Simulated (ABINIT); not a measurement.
# Calculated records

```
! title: Quasiparticle gap of SiC (Moissanite) in ABINIT
! method: RPA screening on LDA, plane waves, norm-conserving pseudopotentials (and 2 further levels or steps)
! program: ABINIT 10.8.3
! settings: cutoff 37 Ha, PseudoDojo scalar-relativistic 0.4.1 standard, norm-conserving, ngkpt (3, 3, 2), nband 39, ecuteps 4 Ha, inclvkb 2, shiftk (0, 0, 0), symchi 1, awtr 1, frequency ppm, 3×3×2 k-mesh
! cost: 5 runs, 27 s in all on 4 MPI ranks of Arm Neoverse V2, shared host
! notes: The program’s warnings: nkpt*nsppol () is not a multiple of nproc spkpt (). The cell and positions come from the Crystallography Open Database and are kept as given unless a step says otherwise. The 3×3×2 mesh is coarse for this cell, which bears on the long-range parts of exchange and screening.
! LDA gap: 2.22 eV, indirect
! G0W0 gap on the mesh: 2.79 eV
! GW settings: 3×3×2 mesh, 39 bands, screening to 108.8 eV, Godby-Needs plasmon pole
! known limits: short of the basis limit; coarse k mesh
CELL_PARAMETERS angstrom
3.07600 0.00000 0.00000
-1.53800 2.66389 0.00000
0.00000 0.00000 5.04800
ATOMIC_POSITIONS crystal
Si 0.33333 0.66667 0.00000
Si 0.66667 0.33333 0.50000
C 0.33333 0.66667 0.38500
C 0.66667 0.33333 0.88500
```

[Long decimals in the printed logs are rounded to 6 places.]

[Logs are printed without paths, hosts, clocks, repeated set-up lines and the standing remarks that a program may print on its own settings, such as how far it seeks lower states.]

[Paths, hosts, dates, memory and timing lines, banners, echoed tables and standing remarks are left out of the program output; an Ansatz launch command may be rebuilt from the run's recorded settings. Measured values are a selection of at most five: reports struck by readers or far from the other reports are left out. None is set beside runs whose start may be inverted or whose files or cutoffs have a known fault.]

[Runs of the session that timed out or met a known fault of the program may be left out.]

[Hosts, paths, dates, database ids (printed as entryN), source tags and the programs' standing remarks are cut or masked in the printed files.]

[G0W0 gaps are taken among the corrected bands and points alone; a level outside them can change the order at an edge.]

[Where Ansatz stands beside ABINIT at settings called matched, ABINIT's density can come from a denser mesh and the files from another edition; pairs whose starting gaps differed by over 0.03 eV were left out, so agreement reads better than it is.]
